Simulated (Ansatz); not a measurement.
# ZrB2 (P6/mmm): Drude plasma energy along x against volume

The cell of ZrB2 (P6/mmm) is scaled evenly and the response computed anew at each volume, on one mesh. The atoms keep their fractional positions. x, y and z are the Cartesian axes of the input cell.

Symmetry: P6/mmm, No. 191, hexagonal system. The conventional cell has a = 3.170 Å, b = 3.170 Å, c = 3.533 Å, α = 90.00°, β = 90.00°, γ = 120.00°. Zr on site a has 12 B at 2.54 Å as nearest neighbours. B on site d has 3 B at 1.83 Å as nearest neighbours.

Method: Ansatz 0.2.0, PBE, independent particles, k-mesh 15×15×11 with interpolation inside its cells, Gaussian parameter 0.1 eV.

Launch of the response step: `ansatz run input.yaml --threads 4 --pin off --max-ram 8192MiB --backend cpu --events-out ev --progress --plain --runs-dir out`. The series took 16.1 min in all, on 4 threads of Intel(R) Xeon(R) Processor @ 2.50GHz (Skylake/Cascade Lake), on a shared host.

| V/V₀ | V (Å³, primitive cell) | Drude plasma energy along x (eV) |
| --- | --- | --- |
| 0.94 | 28.90 | ? |
| 0.96 | 29.52 | 4.585 |
| 0.98 | 30.13 | 4.519 |
| 1.00 | 30.75 | 4.454 |
| 1.02 | 31.36 | 4.392 |
| 1.04 | 31.98 | 4.331 |
| 1.06 | 32.59 | 4.271 |

For small changes the quantity should be close to linear in ln V.

Working, on the rows shown:

| x = ln(V/V₀) | y = Drude plasma energy along x |
| --- | --- |
| -0.040822 | 4.585 |
| -0.0202027 | 4.519 |
| 0 | 4.454 |
| 0.0198026 | 4.392 |
| 0.0392207 | 4.331 |
| 0.0582689 | 4.271 |

Means: x̄ = 0.0093779, ȳ = 4.4253. Σ(x − x̄)(y − ȳ) = -0.02176, Σ(x − x̄)² = 0.006873. Slope = -0.02176 / 0.006873 = -3.167; intercept = ȳ − slope · x̄ = 4.455. The line misses the rows shown by at most 0.001 eV.

Predict the last column of the withheld row from the fit.

At x = -0.061875 the line gives y = 4.651 eV. The run gave 4.653 eV, so the extrapolation is off by 0.002 eV, 0.5 % of the range in the table.

Between the rows on either side of x = 0 the slope is (4.392 − 4.519) / (0.019803 − (-0.020203)) = -3.175. So d ln ωp/d ln V = -0.71; free electrons would give −0.50. The values come from a sum over the points of one k-mesh and carry its error, which is largest for Fermi-surface quantities. Spin-orbit coupling is left out.
